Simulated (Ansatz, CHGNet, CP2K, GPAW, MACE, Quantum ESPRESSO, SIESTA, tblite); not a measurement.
# What went wrong? CP2K on (9,9) carbon nanotube bundle (108 atoms)

Program: CP2K 2026.2, a calculation on a cell of 108 C, 14.2 Å³ an atom.

The input, input.inp:

```
&GLOBAL
  PROJECT cell
  RUN_TYPE ENERGY_FORCE
  PRINT_LEVEL LOW
&END GLOBAL
&FORCE_EVAL
  METHOD QS
  STRESS_TENSOR ANALYTICAL
  &DFT
    BASIS_SET_FILE_NAME BASIS_MOLOPT
    POTENTIAL_FILE_NAME GTH_POTENTIALS
    &MGRID
      CUTOFF 450
      REL_CUTOFF 50
    
    &QS
      EPS_DEFAULT 1.0E-12
    &END QS
    &SCF
      SCF_GUESS ATOMIC
      EPS_SCF 1.0E-06
      MAX_SCF 60
      ADDED_MOS 48
      &DIAGONALIZATION
        ALGORITHM STANDARD
      &END DIAGONALIZATION
      &SMEAR ON
        METHOD FERMI_DIRAC
        ELECTRONIC_TEMPERATURE [K] 580
      &END SMEAR
      &MIXING
        METHOD BROYDEN_MIXING
        ALPHA 0.15
        NBROYDEN 8
      &END MIXING
      &PRINT
        &RESTART OFF
        &END RESTART
      &END PRINT
    &END SCF
    &XC
      &XC_FUNCTIONAL PBE
      &END XC_FUNCTIONAL
    &END XC
    &PRINT
      &MULLIKEN ON
      &END MULLIKEN
      &HIRSHFELD ON
        SHAPE_FUNCTION DENSITY
      &END HIRSHFELD
      &MO ON
        EIGENVALUES T
        OCCUPATION_NUMBERS T
        MO_INDEX_RANGE 205 228
        &EACH
          QS_SCF 0
        &END EACH
        ADD_LAST NUMERIC
      &END MO
    &END PRINT
  &END DFT
  &SUBSYS
    &CELL
      A 15.50642 0.00000 0.00000
      B -7.75321 13.42896 0.00000
      C 0.00000 0.00000 7.38000
    &END CELL
    &COORD
      C 6.05068 0.68582 1.23681
      C 5.94338 1.43730 7.34192
      C 5.42399 2.74542 0.02074
      C 5.12952 3.35831 1.18154
      C 4.19658 4.44512 1.21866
      C 3.66541 4.90640 7.37557
      C 2.39093 5.56228 2.48795
      C 1.76052 5.78318 1.22560
      C 0.36076 6.12535 1.21453
      C -0.38495 6.08856 0.00812
[... 94 atom lines left out ...]
      C -2.65144 10.06850 6.15831
      C -2.33821 10.68139 0.02089
      C -1.84061 12.00737 7.33705
      C -1.75602 12.68782 6.15558
    &END COORD
    &KIND C
      BASIS_SET DZVP-MOLOPT-SR-GTH-q4
      POTENTIAL GTH-PBE-q4
    &END KIND
  &END SUBSYS
  &PRINT
    &FORCES ON
    &END FORCES
    &STRESS_TENSOR ON
    &END STRESS_TENSOR
  &END PRINT
&END FORCE_EVAL
```

The run is started by

```sh
$ OMP_NUM_THREADS=1 mpirun -np 4 cp2k.psmp -i input.inp > output.txt
```

The log of the run:

```text
Possible matches for unknown subsection
 QS
   keyword NGRIDS in section %__ROOT__%FORCE_EVAL%DFT%MGRID score:  105
   keyword NGRIDS in section %__ROOT__%FORCE_EVAL%PROPERTIES%TDDFPT%MGRID score:  105
   keyword NGRIDS in section %__ROOT__%FORCE_EVAL%PROPERTIES%RIXS%TDDFPT%MGRID score:  105
   keyword CUTOFF in section %__ROOT__%FORCE_EVAL%DFT%MGRID score:  104
   subsection RS_GRID in section %__ROOT__%FORCE_EVAL%DFT%MGRID score:  104
 *   ___                                                                       *
 *  /   \                                                                      *
 * [ABORT]                                                                     *
 *  \___/                 unknown subsection QS of section MGRID               *
 *    |                                                                        *
 *  O/|                                                                        *
 * /| |                                                                        *
```

Wall time 0.79 s (4 MPI ranks of Arm Neoverse V1, shared host); peak memory 0.57 GiB; 2.3 s of CPU time.

Banners, paths, timers and routine set-up lines are dropped from the logs unmarked, and long logs keep their key lines alone; longer cuts are marked.

**Question.** Which part of the input is at fault, and how is it mended?

A section left open: &END MGRID left out. Mend: put back the line &END MGRID.

The program stopped at the start.

[Also dropped from logs without a mark: logging warnings of Python, and SIESTA's first energy breakdown and zero terms.]

[Logs are printed without paths, hosts, clocks, repeated set-up lines and the standing remarks that a program may print on its own settings, such as how far it seeks lower states.]

[Hosts, paths, dates, database ids (printed as entryN), source tags and the programs' standing remarks are cut or masked in the printed files.]
